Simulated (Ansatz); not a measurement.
# LuBeSi2, from a guessed structure to a relaxed one, part 2 of 2

This structure for LuBeSi2 is made up. Its elements were placed in a known structure type with a cell scaled to their sizes. What cell does the guess relax to, and how far off was it?

Ansatz 0.2.0; DFT, PBEsol, plane-wave PAW, files of the set soft_1, scalar-relativistic, no spin, cell and ions relaxed at zero pressure; PAW set soft_1 (the session's first sound run).

So far: Set-up; Relaxation of the guess. The relaxed cell has a, b, c = 3.777, 15.811, 4.016 Å (conventional setting).

## (3) Electronic structure of the relaxed cell

A second self-consistent run takes a narrower smearing and the mesh shown in its input; the bands follow along the standard path of the relaxed lattice.

This step: DFT, PBEsol, plane-wave PAW, files of the set soft_1, scalar-relativistic, no spin, bands and density of states at the relaxed cell; PAW set soft_1 (Ansatz 0.2.0).

input.yaml reads:

```yaml
crystal:
  lattice:
    - [1.8885738803, -7.9054296852, 0.0]
    - [1.8885738803, 7.9054296852, 0.0]
    - [0.0, 0.0, 4.016454627]
  atoms:
    - { symbol: Lu, position: [0.1037123994, 0.8962876006, 0.75] }
    - { symbol: Lu, position: [0.8962876006, 0.1037123994, 0.25] }
    - { symbol: Si, position: [0.2522735979, 0.7477264021, 0.25] }
    - { symbol: Si, position: [0.7477264021, 0.2522735979, 0.75] }
    - { symbol: Si, position: [0.4628256083, 0.5371743917, 0.75] }
    - { symbol: Si, position: [0.5371743917, 0.4628256083, 0.25] }
    - { symbol: Be, position: [0.6741255513, 0.3258744487, 0.25] }
    - { symbol: Be, position: [0.3258744487, 0.6741255513, 0.75] }
kpoints:
  mp_grid: { grid: [8, 8, 8] }
  band_path:
    path:
      - [[0.0, 0.0, 0.0], [0.2642678, 0.2642678, 0.0], [0.0, 0.5, 0.0], [0.0, 0.5, 0.5], [0.2642678, 0.2642678, 0.5], [0.0, 0.0, 0.5], [0.0, 0.0, 0.0], [-0.5, 0.5, 0.0], [-0.2642678, 0.7357322, 0.0], [-0.2642678, 0.7357322, 0.5], [-0.5, 0.5, 0.5], [-0.5, 0.5, 0.0]]
      - [[0.0, 0.0, 0.5], [-0.5, 0.5, 0.5]]
    npoints: 6
scf:
  occupations: { method: fermi_dirac, width: 0.03 }
  n_extra_bands: 12
hamiltonian:
  xc: pbesol
  pseudopotentials: { kind: paw, azcp: { folder: soft_1 }, xc_functional: pbe }
output:
  forces: true
  stress: true
  write_bands: true
  dos: { projected: true }
  write_density: true
  write_potential: true
  elf: true
  volumetric_format: npy
```

On the command line:

```console
$ ansatz run input.yaml --threads 4 --pin off --max-ram 10240MiB --backend cpu --events-out ev --progress --plain --runs-dir out
```

Numbers of over 12 decimals in the logs are rounded to 6 here.

Log:

```text
[...]
Lu: projections on atomic orbitals take those of the free atom [Kr 4d10] 4f14 5s2 5p6 5d1 6s2, of charge +0.00 (hamiltonian.pseudopotentials.projection_atoms); the dataset's partial waves leave at most 4.6e-5 of an orbital's norm unspanned inside its sphere
[...]
Crystal: 8 atoms, lattice volume = 119.931 Å³
Basis set: ecut = 420 eV, 2361 PW (Γ), FFT grids on a1+a2, a2, a3, exchange–correlation on 54×120×54 points (8 copies of the dense FFT grid, shifted against one another)
Bands: 47, of which v1, the nominal top of the filled ones, is band 35 counted from 1 (34 counted from 0)
Symmetry: 8 space group operations
[...]
k-points: 105 of 512
[...]
SCF iter   1: F=—  HF=-31894.768811 eV  |F-HF|=—  |Δ(HF+E_count)|=         —  Δρ=3.18e-2  dr2=2.13e0  ethr=3.10e-3  ⟨swp⟩=8.7  Hψ=27166  notcnv=0  defer=40
[...]
SCF iter   9: F=-31894.164347 eV  HF=-31894.164347 eV  |F-HF|=6.40e-8  |Δ(HF+E_count)|=   6.96e-7  Δρ=5.13e-6  dr2=4.94e-8  ethr=1.43e-10  ⟨swp⟩=20.5  Hψ=63484  notcnv=0
SCF 1 converged in 9 iterations: F = -31894.164347 eV  dr2 = 4.94e-8
[...]
NSCF: frozen V_eff on 74 k-points
SCF converged after 9 iterations
Free energy (F): -31894.164347 eV
[...]
Internal energy: -31894.154296 eV  (E = F + TS)
E sigma→0 (E₀):  -31894.159322 eV
Entropy (-TS):   -0.010051 eV (-1.256 meV/atom)
Fermi energy:    13.189991 eV
[...]
--- Forces (eV/Å), atoms counted from 1 ---
  atom   1  Lu     0.00000000     0.03338318     0.00000000
  atom   2  Lu     0.00000000    -0.03338318     0.00000000
  atom   3  Si     0.00000000     0.08238722     0.00000000
  atom   4  Si     0.00000000    -0.08238722     0.00000000
  atom   5  Si     0.00000000    -0.03067945     0.00000000
  atom   6  Si     0.00000000     0.03067945     0.00000000
  atom   7  Be     0.00000000    -0.00067959     0.00000000
  atom   8  Be     0.00000000     0.00067959     0.00000000
  max |Σ_I F_I| component: 1.37e-17 eV/Å
--- Stress (GPa, compression-positive) ---
        0.936559       0.000000       0.000000
        0.000000      -0.037784       0.000000
        0.000000       0.000000      -0.953578
  P = ⅓ Tr σ = -0.0183 GPa (-0.183 kbar)
--- Band table (eV; the first three rows and the last of 105) ---
  k-point 0: bands = [... 31 lower, 10.9986, 11.3934, 11.7443, 12.3322, 12.8619, 13.5841, 14.7204, 15.3472, ... 8 higher]
  k-point 1: bands = [... 31 lower, 11.0144, 11.0235, 12.4592, 12.7108, 12.8376, 13.3784, 14.3339, 14.3749, ... 8 higher]
  k-point 2: bands = [... 31 lower, 11.0296, 11.3535, 12.6689, 13.0722, 13.3736, 13.4166, 13.9852, 14.0116, ... 8 higher]
  k-point 104: bands = [... 31 lower, 10.6863, 11.9561, 11.9561, 12.9795, 12.9795, 14.0594, 14.0594, 15.8870, ... 8 higher]
```

Run time: 8.7 s. Hardware: 4 threads of INTEL XEON PLATINUM 8581C at 2.30GHz (Emerald Rapids), shared host; peak memory 0.81 GiB; 33 s of CPU time.

Reading the cycles: dr2 is the Hartree energy of the density residual (eV), the measure of convergence; HF is the Harris–Foulkes estimate of the energy, which meets the free energy F at convergence.

Numbers from this step:

| Item | Value |
| --- | --- |
| free energy | -31894.1643 eV |
| energy at zero smearing | -31894.1593 eV |
| smearing term TS | 0.01005 eV |
| Fermi energy | 13.19 eV |
| pressure | -0.01827 GPa |

From bands.tsv, the bands that come nearest the Fermi level along the path, at its corners, in eV from the Fermi level:

```
point  band 33  band 34  band 35  band 36  band 37  band 38  band 39  band 40
    Γ    -1.80    -1.45    -0.86    -0.33     0.39     1.53     2.16     2.20
    X    -2.03    -1.87    -0.84    -0.55    -0.37    -0.19     0.68     1.40
    S    -2.34    -1.47    -0.82    -0.58    -0.55    -0.28     1.37     1.38
    R    -3.55    -3.55     0.80     0.80     1.93     1.93     3.46     3.46
    A    -3.46    -3.46     0.53     0.53     2.52     2.52     3.00     3.00
    Z    -1.65    -1.65    -0.48    -0.48     0.85     0.85     1.20     1.20
    Γ    -1.80    -1.45    -0.86    -0.33     0.39     1.53     2.16     2.20
    Y    -1.83    -1.24    -0.28     0.20     0.30     0.61     1.98     2.03
   X1    -2.03    -1.87    -0.84    -0.55    -0.37    -0.19     0.68     1.40
   A1    -3.46    -3.46     0.53     0.53     2.52     2.52     3.00     3.00
    T    -1.23    -1.23    -0.21    -0.21     0.87     0.87     2.70     2.70
    Y    -1.83    -1.24    -0.28     0.20     0.30     0.61     1.98     2.03
    Z    -1.65    -1.65    -0.48    -0.48     0.85     0.85     1.20     1.20
    T    -1.23    -1.23    -0.21    -0.21     0.87     0.87     2.70     2.70
```

Counts of states for the cell as run, both spins, by energy window (eV from the Fermi level):

```
from  to  total
  -8  -7   1.29
  -7  -6   1.76
  -6  -5  29.32
  -5  -4   4.09
  -4  -3   3.87
  -3  -2   3.50
  -2  -1   1.78
  -1   0   2.18
   0   1   3.62
   1   2   3.99
   2   3   4.42
   3   4   5.56
```

Below -8 eV lie 22.2 more states.

Force by atom:

```csv
atom,x (eV/Å),y (eV/Å),z (eV/Å),size
Lu1,0.0000,0.0334,0.0000,0.0334
Lu2,0.0000,-0.0334,0.0000,0.0334
Si3,0.0000,0.0824,0.0000,0.0824
Si4,0.0000,-0.0824,0.0000,0.0824
Si5,0.0000,-0.0307,0.0000,0.0307
Si6,0.0000,0.0307,0.0000,0.0307
Be7,0.0000,-0.0007,0.0000,0.0007
Be8,0.0000,0.0007,0.0000,0.0007
```

Electrostatic potential energy in the bc plane of the conventional cell at fractional x = 0.000, with atoms of Lu and Si and Be within 0.2 Å of it. With pseudopotentials it is smooth inside the atoms' cores, unlike the true potential.

Values in eV, 6 rows by 16 columns, each cell a mean:
```
 15  11  12  -4 -10  13  14   9 -14   2   0   4  13  -2 -34   4
 15  15  14 -10 -11  12  14   7 -11  -7 -16  -5  14 -14 -52  -4
 14   8  11   1  -4  12  14   9  -8   6   6   7  11   3 -21   7
  9 -31  -9  13   7  -3   5 -15   6  14  14  -6  -8  12  11  14
  4 -49 -24  13   1 -21  -2 -10   1  14  13 -10 -11  13  15  15
 10 -19  -2  12   8   4   9  -9   7  13  13  -1  -3  11   8  13
```
Columns run along b (15.8 Å; values clipped at the 3rd and 97th percentile), rows up along c (4.0 Å), edges of the conventional cell, whose origin can differ from the input's. Atoms in or near the plane, at fractional coordinates: Lu at (0.90, 0.75), Lu at (0.10, 0.25), Si at (0.75, 0.25), Si at (0.25, 0.75), Si at (0.54, 0.75), Si at (0.46, 0.25), Be at (0.33, 0.25), Be at (0.67, 0.75).

ELF in the bc plane of the conventional cell at fractional x = 0.000, with atoms of Lu and Si and Be within 0.2 Å of it. It is the smooth field of the valence electrons, not physical close to the nuclei.

Ten even steps from '0' (0.01) to '9' (0.83), each cell a mean:
```
22111013676689864446788767875457654212687411
23321126874469863235776447983013443116999721
24332237875558863224774457993001442127999831
23321126874469863235775447983013443116999831
22111013676689864446788667875456654213687411
21135421355688656677789876555788766531122112
11489962124554236986568864335798656763101122
11699994123430016995446763224797546884212343
11699994123431016995446763224797546884212343
11489972124554236986568864335798646763101223
21135421345678656777789876555788766531121112
```
Columns run along b (15.8 Å), rows up along c (4.0 Å), edges of the conventional cell, whose origin can differ from the input's. Atoms in or near the plane, at fractional coordinates: Lu at (0.90, 0.75), Lu at (0.10, 0.25), Si at (0.75, 0.25), Si at (0.25, 0.75), Si at (0.54, 0.75), Si at (0.46, 0.25), Be at (0.33, 0.25), Be at (0.67, 0.75).

Valence density in the bc plane of the conventional cell at fractional x = 0.000, with atoms of Lu and Si and Be within 0.2 Å of it. It is the smooth field of the valence electrons, not physical close to the nuclei.

Ten steps, logarithmic in the rise over the least value, from '0' (0 e/Å³) to '9' (41 e/Å³), each cell a mean:
```
00000000000111000000011111000000000001344200
00000000010011000000011001110000000003687410
00000000110001000000010001110000000004899510
00000000010011000000011001110000000003687410
00000000000111000000011111000000000001344200
00012210000010000000111100000001100000011000
00246631000000000011011100000011101000000000
00379852000000000110001100000011000100000000
00379852000000000110001100000011000100000000
00256631000000000111011100000011001000000000
00012210000010000000111100000001100000010000
```
Columns run along b (15.8 Å), rows up along c (4.0 Å), edges of the conventional cell, whose origin can differ from the input's. Atoms in or near the plane, at fractional coordinates: Lu at (0.90, 0.75), Lu at (0.10, 0.25), Si at (0.75, 0.25), Si at (0.25, 0.75), Si at (0.54, 0.75), Si at (0.46, 0.25), Be at (0.33, 0.25), Be at (0.67, 0.75).

## (4) Outcome

```
space group, relaxed : Cmcm
conventional cell    : a = 3.777, b = 15.811, c = 4.016 Å; α = 90.0°, β = 90.0°, γ = 90.0°
volume per atom      : 14.99 Å³ (guess 14.77)
```

**Reading.** LuBeSi2 relaxes to Cmcm with a = 3.777, b = 15.811 and c = 4.016 Å. The guessed volume was near the relaxed one. The space group Cmcm was held in the relaxation, so the end point is a stationary structure within it and may be a saddle against distortions or other arrangements. Bands cross the Fermi level, so it is a metal or semimetal at this level. On the 8×8×8 mesh with the narrower smearing (relaxed on 7×7×7) the largest force component is 0.082 eV/Å and the largest stress component is 0.954 GPa, against the relaxation's thresholds of 0.015 eV/Å and 0.05 GPa. The cutoff wasn't tested. Spin-orbit coupling is left out, which can matter for elements this heavy. No dispersion term is used, so weakly bound directions may come out too long. Nothing here tests whether the compound is stable against decomposition.

[Logs are printed without paths, hosts, clocks, repeated set-up lines and the standing remarks that a program may print on its own settings, such as how far it seeks lower states.]

[Hosts, paths, dates, database ids (printed as entryN), source tags and the programs' standing remarks are cut or masked in the printed files.]
